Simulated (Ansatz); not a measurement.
**Band gap of La2O3 (P-3m1) from density functionals to GW**

Aim: the gap of La2O3 (P-3m1) at several levels of theory on one structure, with the time that each takes.

Calculated with Ansatz 0.2.0; density functionals, hybrids and G0W0, plane waves, PAW.

### 1. Set-up

It takes space group P-3m1 (No. 164, trigonal). The conventional cell has a = 3.931 Å, b = 3.931 Å, c = 6.112 Å, α = 90.00°, β = 90.00°, γ = 120.00°. La has 7 O at 2.36 to 2.72 Å nearest. Nearest to O lie 4 La at 2.36 to 2.44 Å. Nearest to O lie 6 La at 2.72 Å. Farther neighbours and most contacts between anions are not listed.

The cell and positions are those that the Materials Project relaxed with its own functionals (PBE, PBE+U or r2SCAN), kept fixed. Spin-orbit coupling is left out unless a step names it. The default PAW set here is soft_2. Its files were made with PBE.

### 2. LDA on the 12×12×4 mesh

This step: DFT, LDA, plane waves, PAW.

input.yaml reads:

```yaml
crystal:
  lattice:
    - [3.930777878, 0.0, 0.0]
    - [-1.965388939, 3.404153499, 0.0]
    - [0.0, 0.0, 6.11195352]
  atoms:
    - { symbol: La, position: [0.66666667, 0.33333333, 0.75376432] }
    - { symbol: La, position: [0.33333333, 0.66666667, 0.24623568] }
    - { symbol: O, position: [0.66666667, 0.33333333, 0.35410935] }
    - { symbol: O, position: [0.33333333, 0.66666667, 0.64589065] }
    - { symbol: O, position: [0.0, 0.0, 0.0] }
kpoints:
  mp_grid: { grid: [12, 12, 4] }
  band_path:
    path:
      - [0.0, 0.0, 0.0]
      - [0.5, 0.0, 0.0]
      - [0.3333333333, 0.3333333333, 0.0]
      - [0.0, 0.0, 0.5]
      - [0.5, 0.0, 0.5]
      - [0.3333333333, 0.3333333333, 0.5]
    npoints: 1
hamiltonian:
  xc: lda
scf:
  occupations: { method: fixed }
  n_extra_bands: 5
output:
  forces: true
  stress: true
  eigenvalues: true
```

Started as:

```bash
> ansatz run input.yaml --threads 3 --pin off --max-ram 64512MiB --backend cuda --events-out ev --progress --plain --runs-dir out --devices 1 --max-vram 24GiB  # rebuilt from the run's record
```

Numbers of over 12 decimals in the logs are rounded to 6 here.

The log of the run:

```text
scf.n_extra_bands = 5 over 20 filled bands (N_el = 40.0): the run solves 25 bands
GPUs: using 1 of 1 available (devices: 1).
Engine: ansatz 0.2.0, x86_64-unknown-linux-gnu
Pseudopotentials: kind: paw
Pseudopotential: La, paw, valence charge 11, recommended cutoff 420 eV (normal), La.paw.azcp
Pseudopotential: O, paw, valence charge 6, recommended cutoff 420 eV (normal), O.paw.azcp
Functional definition: SPW92
  exchange = slater_x
  correlation = pw_c
device memory: the entry about to start is reckoned to put 3.0 GiB on a device that reports 67.1 GiB free (of which the cap on the GPU budget leaves the run 24.0 GiB)
GPU FFT provider: cuFFT
GPU libraries: cuBLAS 13.8.2, cuFFT 12.4.0, cuSOLVER 12.3.4
Crystal: 5 atoms, lattice volume = 81.784 Å³
Basis set: ecut = 420 eV, 1641 PW (Γ)
Bands: 25, of which v1, the nominal top of the filled ones, is band 20 counted from 1 (19 counted from 0)
Symmetry: 12 space group operations
Space group: P-3m1 (ITA 164), of the structure as read, at distance tolerance 4.3e-5 Å
k-points: 69 of 576
Non-local potential: La, projectors of the file, l = 0: 3, l = 1: 2, l = 2: 2, l = 3: 3
Non-local potential: O, projectors of the file, l = 0: 2, l = 1: 2, l = 2: 1
PAW form: soft (Blöchl's): semilocal exchange-correlation on the pseudo side does not see the compensation charge
PAW frozen core: La, regenerated for the run's functional, and the local potential with it (the file was generated under x = pbe(κ = 0.804, μ = 0.219515), c = pbe(β = 0.066725))
PAW frozen core: O, regenerated for the run's functional, and the local potential with it (the file was generated under x = pbe(κ = 0.804, μ = 0.219515), c = pbe(β = 0.066725))
PAW one-centre angular grid: La, 590 points (default); XC on 64 Gauss nodes
PAW one-centre angular grid: O, 110 points (default); XC on 64 Gauss nodes
Initial density: superposition of atomic densities (neutral atoms: chi_scale 0, normalization atom), corrected by the library's trained network
Initial wavefunctions: pseudopotential atomic-orbital guess
GPU buffer pool allocated for 32805 grid points (all kernels)
GPU transforms: local potential and band sums: pruned to the plane-wave sphere, on 25×27×45
Functional: x = slater, c = lda
SCF iter   1: F=—  HF=-13827.929135 eV  |F-HF|=—  |Δ(HF+E_count)|=         —  Δρ=1.60e-2  dr2=2.09e-1  ethr=1.77e-3  ⟨swp⟩=4.8  Hψ=7408  notcnv=0  defer=148
preconditioner: auto → Resta (q_TF=auto, 2.422 Å⁻¹)  ε∞=5.1  [insulator: Δε(μ)=3.549 eV  Ē_g=12.185 eV  n_scr=22 (ndim 8)  ℏωp=24.6 eV  f_vac=0.023  ε∞_Penn≈5.1]
SCF iter   2: F=—  HF=-13827.892258 eV  |F-HF|=—  |Δ(HF+E_count)|=   3.69e-2  Δρ=7.16e-3  dr2=2.55e-2  ethr=5.22e-4  ⟨swp⟩=3.3  Hψ=3909  notcnv=0  defer=148
SCF iter   3: F=—  HF=-13827.886467 eV  |F-HF|=—  |Δ(HF+E_count)|=   5.79e-3  Δρ=2.09e-3  dr2=2.23e-3  ethr=6.37e-5  ⟨swp⟩=3.0  Hψ=2903  notcnv=0  defer=202
SCF iter   4: F=—  HF=-13827.886161 eV  |F-HF|=—  |Δ(HF+E_count)|=   3.06e-4  Δρ=1.12e-3  dr2=9.87e-4  ethr=5.58e-6  ⟨swp⟩=2.0  Hψ=3011  notcnv=0  defer=200
SCF iter   5: F=—  HF=-13827.885979 eV  |F-HF|=—  |Δ(HF+E_count)|=   1.82e-4  Δρ=1.72e-4  dr2=2.89e-5  ethr=2.47e-6  ⟨swp⟩=2.0  Hψ=2377  notcnv=0  defer=185
SCF iter   6: F=—  HF=-13827.886008 eV  |F-HF|=—  |Δ(HF+E_count)|=   2.94e-5  Δρ=5.72e-5  dr2=3.00e-6  ethr=7.22e-8  ⟨swp⟩=2.6  Hψ=3001  notcnv=0  defer=139
SCF iter   7: F=—  HF=-13827.886009 eV  |F-HF|=—  |Δ(HF+E_count)|=   5.72e-7  Δρ=1.14e-5  dr2=1.57e-7  ethr=7.50e-9  ⟨swp⟩=2.3  Hψ=2542  notcnv=0  defer=141
SCF iter   8: F=-13827.886009 eV  HF=-13827.886009 eV  |F-HF|=4.02e-9  |Δ(HF+E_count)|=   5.73e-8  Δρ=2.88e-6  dr2=9.32e-9  ethr=2.50e-10  ⟨swp⟩=14.2  Hψ=9551  notcnv=0
SCF 1 converged in 8 iterations: F = -13827.886009 eV  dr2 = 9.32e-9
[...]
device memory: the entry about to start is reckoned to put 1.1 GiB on a device that reports 65.7 GiB free (of which the cap on the GPU budget leaves the run 24.0 GiB)
NSCF: frozen V_eff on 6 k-points
SCF converged after 8 iterations
Free energy (F): -13827.886009 eV
Harris-Foulkes:  -13827.886009 eV  (|F-HF|=4.02e-9)
Internal energy: -13827.886009 eV  (E = F + TS)
E sigma→0 (E₀):  -13827.886009 eV
Fermi energy:    9.319971 eV
--- Per-component energies (eV) ---
  E_band       = -18.818558
  E_kinetic    = 907.397547
  E_local      = -1537.231347  (includes V_loc(G=0)·N_el)
  E_nonlocal   = 349.754912
  E_hartree    = 542.182560
  E_xc         = -496.557876
  E_vxc        = -577.549001  (∫ρ·V_xc dr)
  E_paw        = -10929.932871  (= ΣΔE_a)
  E_vpaw       = -245.564186  (= ΣTr[D̂ρ^β])
  E_aug_tail   = 0.007316  (compensation charges beyond the density's cutoff)
  E_ewald      = -2664.442448
  E_core_change = 0.936197  (= ΣΔE_core)
  E_smearing   = -0.000000  (= −TS)
  E_closure    = 0.000000  (closes the sum)
  Σ components = -13827.886009   (vs F -13827.886009, Δ=0.00e0)
--- Forces (eV/Å), atoms counted from 1 ---
  atom   1  La    -0.00000000    -0.00000000    -0.16997412
  atom   2  La     0.00000000     0.00000000     0.16997412
  atom   3  O      0.00000000     0.00000000     0.01619086
  atom   4  O      0.00000000    -0.00000000    -0.01619086
  atom   5  O      0.00000000    -0.00000000     0.00000000
  max |Σ_I F_I| component: 3.67e-17 eV/Å
--- Stress (GPa, compression-positive) ---
       -6.528191      -0.000000      -0.000000
       -0.000000      -6.528191      -0.000000
       -0.000000       0.000000      -5.934762
  P = ⅓ Tr σ = -6.3304 GPa (-63.304 kbar)
--- Band table (eV; the first three rows and the last of 69) ---
  k-point 0: bands = [... 16 lower, 7.6130, 8.9238, 8.9238, 9.1941, 13.4487, 13.8237, 13.8237, 14.3511, ... 1 higher]
  k-point 1: bands = [... 16 lower, 7.9938, 8.8842, 8.9705, 8.9705, 13.6168, 13.8899, 13.8899, 14.3915, ... 1 higher]
  k-point 2: bands = [... 16 lower, 8.2891, 8.4905, 9.0235, 9.0235, 13.8734, 13.9504, 13.9504, 14.1693, ... 1 higher]
  k-point 68: bands = [... 16 lower, 8.7315, 9.0370, 9.0370, 9.1115, 13.4413, 14.0687, 14.1389, 14.1389, ... 1 higher]
```

It took 3.5 s on 1 × NVIDIA H100 80GB HBM3 (shared by 3 runs) with 3 threads of AMD EPYC 7R13 (Zen 3), shared host; peak memory 0.97 GiB; 5.8 s of CPU time.

This step gave:

| Item | Value |
| --- | --- |
| pressure | -6.330 GPa |
| gap | 3.731 eV |
| valence top at | k = (0.250, 0.250, -0.500) |
| conduction bottom at | K |
| least direct gap | 3.824 eV |

Over mesh and listed points the gap is 3.731 eV, from k = (0.250, 0.250, -0.500) to k = (0.333, 0.333, 0.000). The least direct gap found is 3.824 eV, at k = (0.333, 0.333, 0.000). The pressure in this cell is -6 GPa; the cell is kept.

### 3. PBE on the 12×12×4 mesh

Levels along a band path and on the mesh show where this functional puts the band edges.

This step: DFT, PBE, plane waves, PAW.

Edit input.yaml of step 2 so:

```diff
@@ -15,13 +15,10 @@
     path:
-      - [0.0, 0.0, 0.0]
-      - [0.5, 0.0, 0.0]
-      - [0.3333333333, 0.3333333333, 0.0]
-      - [0.0, 0.0, 0.5]
-      - [0.5, 0.0, 0.5]
-      - [0.3333333333, 0.3333333333, 0.5]
-    npoints: 1
+      - [[0.0, 0.0, 0.0], [0.499999999999, 1.330060521968e-12, 0.0], [0.3333333333327, 0.3333333333353, 0.0], [0.0, 0.0, 0.0], [0.0, 0.0, 0.5], [0.499999999999, 1.330060521968e-12, 0.5], [0.3333333333327, 0.3333333333353, 0.5], [0.0, 0.0, 0.5]]
+      - [[0.499999999999, 1.330060521968e-12, 0.5], [0.499999999999, 1.330060521968e-12, 0.0]]
+      - [[0.3333333333327, 0.3333333333353, 0.5], [0.3333333333327, 0.3333333333353, 0.0]]
+    npoints: 10
 hamiltonian:
-  xc: lda
+  xc: pbe
 scf:
-  occupations: { method: fixed }
+  occupations: { method: fermi_dirac, width: 0.02 }
   n_extra_bands: 5
@@ -31 +28,5 @@
   eigenvalues: true
+  write_density: true
+  write_potential: true
+  elf: true
+  volumetric_format: npy
```

The log of the run:

```text
[...]
GPUs: using 1 of 1 available (devices: 1).
[...]
GPU FFT provider: cuFFT
GPU libraries: cuBLAS 13.8.2, cuFFT 12.4.0, cuSOLVER 12.3.4
Crystal: 5 atoms, lattice volume = 81.784 Å³
Basis set: ecut = 420 eV, 1641 PW (Γ), exchange–correlation on 54×54×90 points (8 copies of the dense FFT grid, shifted against one another)
Bands: 25, of which v1, the nominal top of the filled ones, is band 20 counted from 1 (19 counted from 0)
Symmetry: 12 space group operations
[...]
k-points: 69 of 576
[...]
GPU buffer pool allocated for 32805 grid points (all kernels)
[...]
SCF iter   1: F=—  HF=-14212.058490 eV  |F-HF|=—  |Δ(HF+E_count)|=         —  Δρ=2.32e-3  dr2=4.53e-3  ethr=1.77e-3  ⟨swp⟩=6.1  Hψ=8221  notcnv=0
[...]
--- Forces (eV/Å), atoms counted from 1 ---
  atom   1  La     0.00000000    -0.00000000     0.01608148
  atom   2  La    -0.00000000     0.00000000    -0.01608148
  atom   3  O     -0.00000000     0.00000000    -0.00712314
  atom   4  O      0.00000000    -0.00000000     0.00712314
  atom   5  O      0.00000000     0.00000000     0.00000000
  max |Σ_I F_I| component: 5.78e-19 eV/Å
--- Stress (GPa, compression-positive) ---
        1.806202      -0.000000      -0.000000
       -0.000000       1.806202       0.000000
       -0.000000       0.000000       2.072363
  P = ⅓ Tr σ = 1.8949 GPa (18.949 kbar)
--- Band table (eV; the first three rows and the last of 69) ---
  k-point 0: bands = [... 16 lower, 8.0512, 9.3278, 9.3278, 9.5904, 13.9924, 14.2808, 14.2808, 14.8588, ... 1 higher]
  k-point 1: bands = [... 16 lower, 8.4163, 9.2947, 9.3731, 9.3731, 14.1283, 14.3412, 14.3412, 14.8332, ... 1 higher]
  k-point 2: bands = [... 16 lower, 8.6997, 8.9252, 9.4245, 9.4245, 14.3519, 14.3960, 14.3960, 14.6287, ... 1 higher]
  k-point 68: bands = [... 16 lower, 9.1507, 9.4341, 9.4341, 9.4832, 13.9464, 14.5203, 14.5811, 14.5811, ... 1 higher]
[key lines of the parts left out:]
SCF converged after 7 iterations
Free energy (F): -14212.060109 eV
Fermi energy:    11.643797 eV
```

Run time: 11 s. Hardware: 1 × NVIDIA H100 80GB HBM3 (shared by 3 runs) with 3 threads; peak memory 1 GiB; 7.1 s of CPU time.

This step gave:

```yaml
pressure: 1.895 GPa
filled_bands: 20
gap: 3.841 eV
valence_top_at: L
conduction_bottom_at: M
least_direct_gap: 3.966 eV
```

Over mesh and path the gap is 3.841 eV, from k = (0.500, 0.000, 0.500) to k = (0.500, 0.000, 0.000). The least direct gap found is 3.966 eV, at k = (0.333, 0.333, 0.000). PBE against LDA: 3.841 − 3.731 = +0.110 eV. Mesh, set of files and cutoff are the same, but the valence top and conduction bottom lie at other k points, so this need not be the shift of one pair of states.

### 4. PBE+SOC on the 12×12×4 mesh

This run has two-component orbitals with spin-orbit coupling.

This step: DFT, PBE with spin-orbit coupling, plane waves, PAW.

input.yaml, the sections that differ from step 3:

```yaml
kpoints:
  mp_grid: { grid: [12, 12, 4] }
  band_path:
    path:
      - [0.0, 0.0, 0.0]
      - [0.5, 0.0, 0.0]
      - [0.3333333333, 0.3333333333, 0.0]
      - [0.0, 0.0, 0.5]
      - [0.5, 0.0, 0.5]
      - [0.3333333333, 0.3333333333, 0.5]
    npoints: 1
scf:
  occupations: { method: fixed }
  n_extra_bands: 10
magnetization:
  noncollinear: true
  spin_orbit: true
output:
  forces: true
  stress: true
  eigenvalues: true
# crystal, hamiltonian: as in step 3
```

The log of the run:

```text
[...]
GPUs: using 1 of 1 available (devices: 1).
[...]
non-collinear run that drives no moment, with spin-orbit: no starting moment large enough to seed its density (crystal.atoms[].spin), no starting occupations that ask for one, no magnetisation constraint and no magnetic field, so the semilocal B_xc is pinned to zero
[...]
k-point 1: bands = [... 36 lower, 9.3485, 9.3485, 9.4175, 9.4175, 14.1412, 14.1412, 14.3425, 14.3425, ... 6 higher]
  k-point 2: bands = [... 36 lower, 9.3740, 9.3740, 9.4784, 9.4784, 14.3659, 14.3659, 14.4038, 14.4038, ... 6 higher]
  k-point 68: bands = [... 36 lower, 9.4370, 9.4370, 9.5374, 9.5374, 13.9542, 13.9542, 14.5204, 14.5204, ... 6 higher]
[key lines of the parts left out:]
SCF converged after 9 iterations
Magnetization: |M| = 0.0000 μB,  M = (+0.0000, +0.0000, +0.0000) μB
Free energy (F): -14222.695085 eV
Fermi energy:    9.731596 eV
P = ⅓ Tr σ = 1.8714 GPa (18.714 kbar)
```

It took 6.6 s on 1 × NVIDIA H100 80GB HBM3 (shared by 3 runs) with 3 threads; peak memory 1 GiB; 11 s of CPU time.

Numbers from this step:

- pressure: 1.871 GPa
- gap: 3.828 eV
- valence top at: L
- conduction bottom at: M
- least direct gap: 3.955 eV

Over mesh and listed points the gap is 3.828 eV, from k = (0.500, 0.000, 0.500) to k = (0.500, 0.000, 0.000). The least direct gap found is 3.955 eV, at k = (0.333, 0.333, 0.000). PBE+SOC against PBE: 3.828 − 3.841 = −0.013 eV, with the same mesh, set of files (read in its fully relativistic form for the spin-orbit run) and cutoff, and both edges at the same k points. The spin-orbit run sees mesh and listed points alone, so its gap is an upper bound: the coupling can move an edge off these points, and the change over the zone, its sign included where it is small, is not known.

### 5. r2SCAN on the 12×12×4 mesh

r2SCAN is a meta-GGA: it depends on the kinetic-energy density as well as on the density and its gradient.

This step: DFT, r2SCAN, plane waves, PAW.

Edit input.yaml of step 4 so:

```diff
@@ -23,9 +23,6 @@
 hamiltonian:
-  xc: pbe
+  xc: r2scan
 scf:
   occupations: { method: fixed }
-  n_extra_bands: 10
-magnetization:
-  noncollinear: true
-  spin_orbit: true
+  n_extra_bands: 5
 output:
```

The log of the run:

```text
[...]
GPUs: using 1 of 1 available (devices: 1).
[...]
GPU FFT provider: cuFFT
GPU libraries: cuBLAS 13.8.2, cuFFT 12.4.0, cuSOLVER 12.3.4
Crystal: 5 atoms, lattice volume = 81.784 Å³
Basis set: ecut = 500 eV, 2057 PW (Γ), exchange–correlation on 120×120×180 points (64 copies of the dense FFT grid, shifted against one another)
[...]
k-point 0: bands = [... 16 lower, 7.7980, 9.0618, 9.0618, 9.3240, 14.2135, 14.5501, 14.5501, 15.2048, ... 1 higher]
  k-point 1: bands = [... 16 lower, 8.1535, 9.0394, 9.1094, 9.1094, 14.3682, 14.6256, 14.6256, 15.2060, ... 1 higher]
  k-point 2: bands = [... 16 lower, 8.4437, 8.6758, 9.1631, 9.1631, 14.6421, 14.6965, 14.6965, 14.9471, ... 1 higher]
  k-point 68: bands = [... 16 lower, 8.8911, 9.1699, 9.1699, 9.2121, 14.1017, 14.7848, 14.9368, 14.9368, ... 1 higher]
[key lines of the parts left out:]
SCF converged after 9 iterations
Free energy (F): -14245.715747 eV
Fermi energy:    9.455886 eV
P = ⅓ Tr σ = 0.6347 GPa (6.347 kbar)
```

It took 4 s on 1 × NVIDIA H100 80GB HBM3 (shared by 3 runs) with 3 threads; peak memory 1 GiB.

This step gave:

```
pressure             : 0.6347 GPa
gap                  : 4.223 eV
valence top at       : L
conduction bottom at : K
least direct gap     : 4.344 eV
```

Over mesh and listed points the gap is 4.223 eV, from k = (0.500, 0.000, 0.500) to k = (0.333, 0.333, 0.000). The least direct gap found is 4.344 eV, at k = (0.333, 0.333, 0.000). r2SCAN against PBE: 4.223 − 3.841 = +0.382 eV. The runs also differ in plane-wave cutoff (420 eV and 500 eV), and the conduction bottom lies at another k point, so how much of this comes from the functional alone is not known.

### 6. HSE06 on the 6×6×2 mesh

HSE06 mixes in a quarter of exact exchange at short range.

This step: DFT, HSE06, plane waves, PAW.

Edit input.yaml of step 5 so:

```diff
@@ -12,3 +12,3 @@
 kpoints:
-  mp_grid: { grid: [12, 12, 4] }
+  mp_grid: { grid: [6, 6, 2] }
   band_path:
@@ -23,3 +23,3 @@
 hamiltonian:
-  xc: r2scan
+  xc: hse06
 scf:
```

The log of the run:

```text
[...]
--- Band table (eV; the first three rows and the last of 14) ---
  k-point 0: bands = [... 16 lower, 6.9685, 8.3704, 8.3704, 8.6661, 14.8405, 15.0018, 15.0018, 15.4961, ... 1 higher]
  k-point 1: bands = [... 16 lower, 7.7231, 7.9241, 8.4681, 8.4681, 15.4017, 15.4017, 15.7040, 15.8046, ... 1 higher]
  k-point 2: bands = [... 16 lower, 7.5733, 7.9985, 8.3546, 8.5670, 14.8353, 15.2248, 15.3184, 15.7442, ... 1 higher]
  k-point 13: bands = [... 16 lower, 8.1338, 8.4638, 8.4638, 8.5341, 14.6471, 15.4086, 16.0338, 16.0338, ... 1 higher]
[key lines of the parts left out:]
Free energy (F): -14220.589339 eV
Fermi energy:    8.770829 eV
P = ⅓ Tr σ = -0.5909 GPa (-5.909 kbar)
```

Elapsed: 51 s, on 1 × NVIDIA H100 80GB HBM3 (shared by 3 runs) with 3 threads; peak memory 2.1 GiB.

This step gave:

| Property | Result |
| --- | --- |
| gap | 5.286 eV |
| valence top at | L |
| conduction bottom at | K |
| least direct gap | 5.414 eV |
| exact-exchange fraction | 0.25 |

Over mesh and listed points the gap is 5.286 eV, from k = (0.500, 0.000, 0.500) to k = (0.333, 0.333, 0.000). The least direct gap found is 5.414 eV, at k = (0.333, 0.333, 0.000). HSE06 against PBE: 5.286 − 3.841 = +1.445 eV. The runs also differ in mesh (12×12×4 and 6×6×2), and the conduction bottom lies at another k point, so how much of this comes from the functional alone is not known. The program's warnings for this run: stress exchange threshold loose; stress scf threshold loose.

### 7. PBE0 on the 6×6×2 mesh

PBE0 mixes in a quarter of exact exchange at all distances.

This step: DFT, PBE0, plane waves, PAW.

Edit input.yaml of step 6 so:

```diff
@@ -23,3 +23,3 @@
 hamiltonian:
-  xc: hse06
+  xc: pbe0
 scf:
```

The log of the run:

```text
[...]
GPUs: using 1 of 1 available (devices: 1).
[...]
GPU FFT provider: cuFFT
GPU libraries: cuBLAS 13.8.2, cuFFT 12.4.0, cuSOLVER 12.3.4
Crystal: 5 atoms, lattice volume = 81.784 Å³
Basis set: ecut = 420 eV, 1641 PW (Γ), exchange–correlation on 54×54×90 points (8 copies of the dense FFT grid, shifted against one another)
[...]
--- Band table (eV; the first three rows and the last of 14) ---
  k-point 0: bands = [... 16 lower, 6.5597, 7.9832, 7.9832, 8.2781, 15.1764, 15.3750, 15.3750, 15.8533, ... 1 higher]
  k-point 1: bands = [... 16 lower, 7.3291, 7.5240, 8.0808, 8.0808, 15.7809, 15.7809, 16.0673, 16.1831, ... 1 higher]
  k-point 2: bands = [... 16 lower, 7.1757, 7.6025, 7.9661, 8.1772, 15.2003, 15.5943, 15.6961, 16.0918, ... 1 higher]
  k-point 13: bands = [... 16 lower, 7.7360, 8.0746, 8.0746, 8.1460, 15.0065, 15.7825, 16.4286, 16.4286, ... 1 higher]
[key lines of the parts left out:]
Free energy (F): -14218.675299 eV
Fermi energy:    8.383344 eV
P = ⅓ Tr σ = -0.4927 GPa (-4.927 kbar)
```

Run time: 28 s. Hardware: 1 × NVIDIA H100 80GB HBM3 (shared by 3 runs) with 3 threads; peak memory 2.1 GiB; 45 s of CPU time.

Numbers from this step:

- gap: 6.029 eV
- valence top at: L
- conduction bottom at: K
- least direct gap: 6.156 eV
- exact-exchange fraction: 0.25

Over mesh and listed points the gap is 6.029 eV, from k = (0.500, 0.000, 0.500) to k = (0.333, 0.333, 0.000). The least direct gap found is 6.156 eV, at k = (0.333, 0.333, 0.000). PBE0 against HSE06: 6.029 − 5.286 = +0.743 eV, with the same mesh, files and cutoff, and both edges at the same k points. The program's warnings for this run: stress exchange threshold loose; stress scf threshold loose.

(Part 1 of 2 ends here.)

[Paths, hosts, dates, memory and timing lines, banners, echoed tables and standing remarks are left out of the program output.]

[Logs are printed without paths, hosts, clocks, repeated set-up lines and the standing remarks that a program may print on its own settings, such as how far it seeks lower states.]

[Runs of the session that timed out or met a known fault of the program may be left out.]

[Cells called generated may have been cut or substituted from an entry of the Crystallography Open Database or the Materials Project.]

[Hosts, paths, dates, database ids (printed as entryN), source tags and the programs' standing remarks are cut or masked in the printed files.]

[Where an RPA ε∞ is given, it is that of the G0W0 mesh and is not shown converged in it. Names of k-points follow the symmetry that the program found, which can be lower than the space group named. Band edges on a path are those of the sampled points; other points can move an edge, and change direct to indirect where valleys lie close.]

[Hybrid gaps are those of their k-mesh and are not shown converged in it.]
